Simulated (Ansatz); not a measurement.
# Tl2PtC2 (built on the sites of a database entry of Na2PdC2): phonons and vibrational spectra, part 2 of 2

Wanted: vibrations and spectra of Tl2PtC2 (built on the sites of a database entry of Na2PdC2); the cell is already relaxed. After the zone centre comes a 2×2×2 q mesh on a 10×10×6 k mesh.

Ansatz 0.2.0; DFT PBEsol, scalar-relativistic, plane waves, PAW.

So far. Step 2 (Linear response at the zone centre): Before it was imposed, the acoustic sum rule was missed by 4.7e-5 eV/Å². Small misses are needed for a sound result but don't prove that mesh and cutoff are converged. The lowest optical mode is real, 11.5 cm⁻¹.

The structure was built from a prototype and need not be the compound's stable phase.

**3. The dispersion**

Stability and thermal properties need the whole zone. Linear response on a 2×2×2 q mesh gives force constants as far as a supercell of that size would.

input.yaml

```yaml
crystal:
  lattice:
    - [4.9068469888, -3.3938e-06, 0.0]
    - [-2.4534205553, 4.2494558416, 0.0]
    - [0.0, 0.0, 5.2095241648]
  atoms:
    - { symbol: Tl, position: [0.3333333333, 0.6666666667, 0.7966088505] }
    - { symbol: Tl, position: [0.6666666667, 0.3333333333, 0.2033911495] }
    - { symbol: Pt, position: [0.0, 0.0, 0.0] }
    - { symbol: C, position: [0.0, 0.0, 0.6218403294] }
    - { symbol: C, position: [0.0, 0.0, 0.3781596706] }
kpoints:
  mp_grid: { grid: [10, 10, 6] }
hamiltonian:
  xc: pbesol
scf:
  occupations: { method: methfessel_paxton, width: 0.15 }
output:
  eigenvalues: true
phonons:
  method: dfpt
  qmesh: [2, 2, 2]
  temperatures: { t_max: 1000, t_step: 50 }
  qpath:
    path:
      - [[0.0, 0.0, 0.0], [0.5, 0.0, 0.0], [0.33333333, 0.33333333, 0.0], [0.0, 0.0, 0.0], [0.0, 0.0, 0.5], [0.5, 0.0, 0.5], [0.33333333, 0.33333333, 0.5], [0.0, 0.0, 0.5]]
      - [[0.5, 0.0, 0.5], [0.5, 0.0, 0.0]]
      - [[0.33333333, 0.33333333, 0.5], [0.33333333, 0.33333333, 0.0]]
    npoints: 10
```

The run is started by

```sh
$ ansatz run input.yaml --threads 8 --pin off --max-ram 14336MiB --backend cpu --events-out ev --progress --plain --runs-dir out
```

Numbers of over 12 decimals in the logs are rounded to 6 here.

The log of the run:

```text
Warning: phonons: the dynamical matrix that this run interpolates holds no multipole term above the dipole-dipole one, and a site of this crystal is no centre of inversion, so its interpolated transverse optical and acoustic branches and sound speeds can stay off near Gamma, and the density of states and the thermodynamics with them. What a run solves at a wave vector of phonons.qpoints, Gamma apart, where the deck admits one, is free of this, and under fd what a larger phonons.supercell samples
[...]
Crystal: 5 atoms, lattice volume = 108.626 Å³
Basis set: ecut = 420 eV, 2123 PW (Γ), exchange–correlation on 72×72×72 points (8 copies of the dense FFT grid, shifted against one another)
Bands: 32, of which v1, the nominal top of the filled ones, is band 26 counted from 1 (25 counted from 0)
Symmetry: 12 space group operations
k-points: 72 of 600
[...]
SCF iter   1: F=—  HF=-35466.010153 eV  |F-HF|=—  |Δ(HF+E_count)|=         —  Δρ=4.17e-3  dr2=1.72e-2  ethr=1.77e-3  ⟨swp⟩=5.7  Hψ=9111  notcnv=0
[...]
SCF iter  10: F=-35466.009536 eV  HF=-35466.009536 eV  |F-HF|=1.46e-11  |Δ(HF+E_count)|=  3.71e-10  S|Δr|=    0.00e0  Δρ=7.22e-8  dr2=6.47e-12  ethr=1.00e-12  ⟨swp⟩=8.5  Hψ=13352  notcnv=0
SCF 1 converged in 10 iterations: F = -35466.009536 eV  dr2 = 6.47e-12
[...]
iter 1 solved again at ethr=5.45e-8 eV; its pass at ethr=3.10e-3 eV (dr2=2.84e-5 eV) is discarded
SCF iter   1: F=—  HF=-35466.009536 eV  |F-HF|=—  |Δ(HF+E_count)|=         —  Δρ=4.95e-7  dr2=1.36e-10  ethr=5.45e-8  ⟨swp⟩=4.0  Hψ=15742  notcnv=0
eigensolver tolerance schedule: the retry pair's looser diagonalisation over-reported the residual by 209165.29 of it (diagonalisation noise at an unbounded share of the residual, at the tolerance the schedule requests for it); recorded, not acted on — ethr = c·dr2/N_el stays at c = 1.0e-1
[...]
SCF iter   2: F=—  HF=-35466.009536 eV  |F-HF|=—  |Δ(HF+E_count)|=   6.93e-7  S|Δr|=    0.00e0  Δρ=2.65e-7  dr2=5.11e-11  ethr=1.00e-12  ⟨swp⟩=4.0  Hψ=7063  notcnv=0
[...]
SCF iter   4: F=-35466.009536 eV  HF=-35466.009536 eV  |F-HF|=1.46e-11  |Δ(HF+E_count)|=    0.00e0  S|Δr|=    0.00e0  Δρ=8.34e-8  dr2=4.48e-12  ethr=1.00e-12  ⟨swp⟩=2.8  Hψ=5238  notcnv=0
SCF 2 converged in 4 iterations: F = -35466.009536 eV  dr2 = 4.48e-12
phonons: the bands overlap, so this run is a metal and interpolates without the dipole-dipole term. If the crystal is really an insulator or semiconductor, its LO-TO splitting is missing
NSCF: frozen V_eff on 72 k-points
[...]
DFPT response loops at q = (0, 0, 0) (fractional): preconditioner auto → Kerker (q_TF=auto, 2.413 Å⁻¹) (partly filled bands, converged f_vac=0.071); β = 1.00, the filter's whole step (`scf.mixing.beta` (0.50) is not read by the response loops under this deck's `scf.mixing.preconditioner`; to damp them name `kerker` or `kerker_dos`, under which they read `scf.mixing.beta`, and type it under 1.00, their step now; both keys bind the ground state too); Broyden in place of MSR1
[...]
SCF converged after 10 iterations
[...]
Free energy (F): -35466.009536 eV
[...]
Internal energy: -35466.010437 eV  (E = F + TS)
E sigma→0 (E₀):  -35466.009761 eV
Entropy (-TS):   0.000902 eV (0.180 meV/atom)
Fermi energy:    8.917419 eV
[...]
--- Band table (eV; the first three rows and the last of 72) ---
  k-point 0: bands = [... 22 lower, 5.9323, 5.9323, 6.2152, 8.2675, 11.5861, 12.0655, 12.0655, 13.0281, ... 2 higher]
  k-point 1: bands = [... 22 lower, 6.1671, 6.4737, 6.4737, 8.5947, 11.3908, 11.7896, 11.7896, 12.8310, ... 2 higher]
  k-point 2: bands = [... 22 lower, 6.4734, 7.5097, 7.5097, 9.1803, 10.8630, 10.8630, 11.1155, 12.8118, ... 2 higher]
  k-point 71: bands = [... 22 lower, 6.5423, 6.7729, 7.7469, 7.8402, 9.6077, 9.7447, 12.5368, 12.5547, ... 2 higher]
--- Phonons (Γ-DFPT): 6 representative perturbations + reference (Σ response iterations 20) ---
  ASR residual: 4.149e-5 → 0.000e0 eV/Å²; symmetrization residual: 4.882e-6 eV/Å²
  ASR residual per site (eV/Å²): 3.46e-5 3.46e-5 4.15e-5 1.12e-5 1.12e-5
[...]
--- Phonons (arbitrary-q DFPT): 4 irreducible q on the 2×2×2 mesh ---
  q = [0.0000, 0.0000, 0.0000] (star 1, of the zone-centre solve; hermiticity 1.02e-7, symmetrization 3.07e-8): -0.00 -0.00 0.00 11.46 46.14 66.34 66.34 86.45 86.45 244.01 244.01 385.94 385.94 575.39 1816.54
  q = [0.0000, 0.0000, -0.5000] (star 1, 6 solved perturbations in 1128 linear systems a pass and spin channel, the states on 304 of 600 k-point pairs; hermiticity 1.57e-5, symmetrization 7.65e-6): 18.06 18.06 20.11 42.59 55.31 55.31 86.29 86.29 147.30 147.30 187.90 463.42 463.42 681.88 1809.30
[...]
sum rule: each row above includes the acoustic sum rule's correction from the zone centre's row sums; it moved no ω² by more than (0.50 cm⁻¹)²
  mesh force constants: q→R imaginary residual 1.92e-18; ASR residual 4.149e-5 → 0.000e0 eV/Å²; symmetrization residual 2.132e-14 eV/Å²
  interpolated dispersion: 93 rows × 15 modes
  density of states and harmonic sums: on the 16×16×12 q-mesh, interpolated from the force constants of a 2×2×2 supercell (no non-analytic term)
  largest difference from the sums on the solved wave vectors: F 7.54e-2 eV, S 7.67e-5 and C_V 1.83e-5 eV/K
  zero-point energy: 0.258041 eV/cell   skipped modes (ω ≤ 0): 226, of them read as no rigid motion or as one in doubt: 223 (7.633e-1 modes/cell left out, lowest -19.32 cm⁻¹)   left out of the sums: 5.10e-2 of the cell's modes: C_V's classical limit lies that fraction below 3 k_B per atom; for a crystal, a wire or a layer, F and S can be off by more, and a phonons.interpolated_qmesh denser along its periods is the remedy for the sampling
```

Wall time 5 min (8 threads of Arm Neoverse V2, shared host); peak memory 2.6 GiB; 38 min of CPU time.

Numbers from this step:

```yaml
sum_rule_residual_before_enforcement: 4.15e-5 eV/Å²
lowest_frequency_on_the_path: -19.45 cm⁻¹
highest_frequency_on_the_path_or_at_a_solved_wavevector: 1817 cm⁻¹
lowest_mode_on_the_q_mesh_acoustic_modes_at_gamma_apart: -16.84 cm⁻¹
```

Frequencies (cm⁻¹) solved at each irreducible wavevector; negative means imaginary. Frequencies by wavevector, by row:

| q in reciprocal lattice units | star | mode 1 | mode 2 | mode 3 | mode 4 | mode 13 | mode 14 | mode 15 |
| --- | --- | --- | --- | --- | --- | --- | --- | --- |
| 0 0 0 | 1 | 0 | 0 | 0 | 11.5 | 385.9 | 575.4 | 1816 |
| 0 0 -0.5 | 1 | 18.1 | 18.1 | 20.1 | 42.6 | 463.4 | 681.9 | 1809 |
| 0 -0.5 0 | 3 | -16.8 | 11.9 | 16.7 | 20.9 | 386.2 | 572.9 | 1811 |
| 0 -0.5 -0.5 | 3 | 8.1 | 19.8 | 32.6 | 40.4 | 466 | 681.1 | 1806 |

Interpolated from a 2×2×2 q mesh. The phonon branches at the labelled points (cm⁻¹):

```csv
point,branch 1,branch 2,branch 3,branch 4,branch 12,branch 13,branch 14,branch 15
Γ,0,0,0,12,386,386,575,1816
halfway,-10,6,10,35,382,386,574,1814
M,-17,12,17,21,378,386,573,1811
halfway,-17,-7,19,32,379,385,573,1810
K,-16,8,8,46,382,382,572,1810
halfway,-17,4,22,34,382,386,574,1813
Γ,0,0,0,12,386,386,575,1816
halfway,4,4,14,44,432,432,628,1813
A,18,18,20,43,463,463,682,1809
halfway,5,24,28,48,462,465,682,1808
L,8,20,33,40,461,466,681,1806
halfway,5,18,36,42,462,465,681,1806
H,11,11,42,42,464,464,681,1805
halfway,-6,26,27,50,462,465,681,1807
A,18,18,20,43,463,463,682,1809
jump to L,8,20,33,40,461,466,681,1806
halfway,10,13,20,49,427,434,626,1808
M,-17,12,17,21,378,386,573,1811
jump to H,11,11,42,42,464,464,681,1805
halfway,7,7,42,42,431,431,626,1808
K,-16,8,8,46,382,382,572,1810
```

Tetrahedra on a 16×16×12 mesh, mean over bins of 20 cm-1. Interpolated from a 2×2×2 q mesh. Table of phonon density of states by wavenumber; read off at these points:

wavenumber (cm⁻¹), phonon density of states (1/cm⁻¹/cell) and a bar:
```
      -30      0.000 
       30      0.067 #################
       50      0.116 ##############################
       70      0.062 ################
       90      0.082 #####################
      130      0.020 #####
      150      0.025 #######
      170      0.024 ######
      230      0.019 #####
      270      0.000 
      330      0.000 
      370      0.001 
      430      0.018 #####
      450      0.028 #######
      470      0.014 ####
      530      0.000 
      570      0.007 ##
      630      0.006 ##
      670      0.013 ###
      730      0.000 
      770      0.000 
      830      0.000 
      870      0.000 
      930      0.000 
      970      0.000 
     1030      0.000 
     1070      0.000 
     1130      0.000 
     1170      0.000 
     1230      0.000 
     1270      0.000 
     1330      0.000 
     1370      0.000 
     1430      0.000 
     1470      0.000 
     1530      0.000 
     1570      0.000 
     1630      0.000 
     1670      0.000 
     1730      0.000 
     1770      0.000 
     1810      0.050 #############
     1830      0.000
```

The partial phonon density of states has structure finer than the step of the table below, so its rows give means over 50 cm⁻¹, whole bins alone (the curve runs from -29.5 to 1881 cm⁻¹). Peaks (cm⁻¹: height): C 150.8: 0.0161, 451.2: 0.0237, 667.4: 0.00889, 1808.9: 0.0288; Pt 78.7: 0.0295, 174.8: 0.0111; Tl 54.6: 0.0703.

Phonopy on the run's constants, 13x13x11 mesh, Gaussian sigma 13.6 cm-1. Interpolated from a 2×2×2 q mesh. The partial phonon density of states by wavenumber; means over each step; values in 1/cm⁻¹/cell:

```csv
wavenumber (cm⁻¹),C,Pt,Tl
0,0.00107,0.00757,0.0332
50,0.00233,0.0198,0.0619
100,0.00392,0.0169,0.0219
150,0.0143,0.00735,7.6e-4
200,0.0126,0.00562,1.3e-4
250,0.00700,6.7e-4,1.6e-5
300,6.4e-5,6.7e-6,0
350,0.00210,4.4e-6,8.0e-7
400,0.0160,1.1e-4,9.6e-6
450,0.0195,3.0e-4,8.8e-6
500,0.00193,3.2e-5,0
550,0.00205,2.3e-4,0
600,0.00691,5.6e-4,0
650,0.00713,1.4e-4,0
700,0.00296,1.0e-5,0
750,5.2e-6,0,0
800,0,0,0
850,0,0,0
900,0,0,0
950,0,0,0
1000,0,0,0
1050,0,0,0
1100,0,0,0
1150,0,0,0
1200,0,0,0
1250,0,0,0
1300,0,0,0
1350,0,0,0
1400,0,0,0
1450,0,0,0
1500,0,0,0
1550,0,0,0
1600,0,0,0
1650,0,0,0
1700,0,0,0
1750,2.6e-4,0,0
1800,0.0165,6.4e-6,0
1850,0.00329,8.0e-7,0
```

Symmetry leaves 4 wavevectors to solve. The lowest mode among them, the acoustic zeros apart, lies at q = (0, -0.5, 0) and is imaginary, 16.8i cm⁻¹, so the energy falls along it.

**4. Isotope substitution, element C, natural mass 12.011 amu**

An isotope changes the mass and not the force constants, so no new electronic calculation is needed; the shifts show which modes move this element.

The same force constants with the mass of C changed from 12.011 to 13.003 u (phonopy, no LO-TO term). Both lists are sorted by frequency; levels can cross, so a row need not hold one and the same mode. Modes under 3 cm⁻¹ are left out. Isotope shifts, by row, the first 40 of 57 rows:

| q | rank | natural mass (cm⁻¹) | changed mass (cm⁻¹) |
| --- | --- | --- | --- |
| 0 0 0 | 4 | 11.46 | 11.42 |
| 0 0 0 | 5 | 46.14 | 46.14 |
| 0 0 0 | 6 | 66.34 | 66.34 |
| 0 0 0 | 7 | 66.34 | 66.34 |
| 0 0 0 | 8 | 86.45 | 86.32 |
| 0 0 0 | 9 | 86.45 | 86.32 |
| 0 0 0 | 10 | 244 | 235.2 |
| 0 0 0 | 11 | 244 | 235.2 |
| 0 0 0 | 12 | 385.9 | 370.9 |
| 0 0 0 | 13 | 385.9 | 370.9 |
| 0 0 0 | 14 | 575.4 | 555.5 |
| 0 0 0 | 15 | 1817 | 1746 |
| 0 0 -0.5 | 1 | 18.06 | 18.05 |
| 0 0 -0.5 | 2 | 18.06 | 18.05 |
| 0 0 -0.5 | 3 | 20.11 | 20.11 |
| 0 0 -0.5 | 4 | 42.59 | 42.59 |
| 0 0 -0.5 | 5 | 55.31 | 55.14 |
| 0 0 -0.5 | 6 | 55.31 | 55.14 |
| 0 0 -0.5 | 7 | 86.29 | 86.26 |
| 0 0 -0.5 | 8 | 86.29 | 86.26 |
| 0 0 -0.5 | 9 | 147.3 | 142 |
| 0 0 -0.5 | 10 | 147.3 | 142 |
| 0 0 -0.5 | 11 | 187.9 | 187.9 |
| 0 0 -0.5 | 12 | 463.4 | 445.7 |
| 0 0 -0.5 | 13 | 463.4 | 445.7 |
| 0 0 -0.5 | 14 | 681.9 | 655.3 |
| 0 0 -0.5 | 15 | 1809 | 1739 |
| 0 -0.5 0 | 1 | -16.84 | -16.77 |
| 0 -0.5 0 | 2 | 11.87 | 11.83 |
| 0 -0.5 0 | 3 | 16.72 | 16.72 |
| 0 -0.5 0 | 4 | 20.92 | 20.92 |
| 0 -0.5 0 | 5 | 48.95 | 48.95 |
| 0 -0.5 0 | 6 | 57.66 | 57.62 |
| 0 -0.5 0 | 7 | 72.78 | 72.57 |
| 0 -0.5 0 | 8 | 78.35 | 78.35 |
| 0 -0.5 0 | 9 | 87.52 | 87.42 |
| 0 -0.5 0 | 10 | 227.8 | 220 |
| 0 -0.5 0 | 11 | 247.5 | 238.7 |
| 0 -0.5 0 | 12 | 378.2 | 363.5 |
| 0 -0.5 0 | 13 | 386.2 | 371.2 |

A mode of this element alone would shift by -3.89 %. The highest zone-centre frequency without the field goes from 1816.5 to 1745.8 cm⁻¹ (-3.9 %).

**5. Isotope substitution, element Tl, natural mass 204.38 amu**

The same for Tl, from 204.38 to 202.97 u.

A mode of this element alone would shift by +0.35 %. The highest zone-centre frequency without the field goes from 1816.5 to 1816.5 cm⁻¹ (+0.0 %).

**6. Outcome**

| Quantity | Value |
| --- | --- |
| space group (within 0.01 Å) | P-3m1 |
| volume per atom | 21.7 Å³ |
| electronic character | no gap on this mesh |
| highest optical mode at the zone centre (no LO-TO term) | 1817 cm⁻¹ |
| lowest optical zone-centre mode | 11.5 cm⁻¹ |
| lowest mode on the q mesh (acoustic modes at Γ apart) | -16.8 cm⁻¹ |
| highest frequency on the path or at a solved wavevector | 1817 cm⁻¹ |
| imaginary modes on the 2×2×2 q mesh | yes |

What this shows: Modes are clearly imaginary (beyond 10i cm⁻¹) at 1 of the 4 irreducible wavevectors, most at q = (0, -0.5, 0) (16.8i cm⁻¹), so this structure is not a minimum of the energy. The optical modes at Γ span 11 to 1817 cm⁻¹. The highest mode in this list at Γ, 1816.5 cm⁻¹, is mostly motion of C (100 % of the kinetic energy). With no gap, or one that is small against the smearing, the frequencies hang on the k mesh and the smearing, most of all near Kohn anomalies. An optical mode within 15 cm⁻¹ of zero is at the mercy of small errors in the force constants, and even its sign is uncertain. Spin-orbit coupling is left out, which can matter for the heavy elements here. The starting cell was built on a prototype and not taken from a measurement, so the phase need not exist. These are harmonic frequencies at zero temperature: anharmonic shifts, linewidths and thermal expansion are left out.

[Logs are printed without paths, hosts, clocks, repeated set-up lines and the standing remarks that a program may print on its own settings, such as how far it seeks lower states.]

[Hosts, paths, dates, database ids (printed as entryN), source tags and the programs' standing remarks are cut or masked in the printed files.]
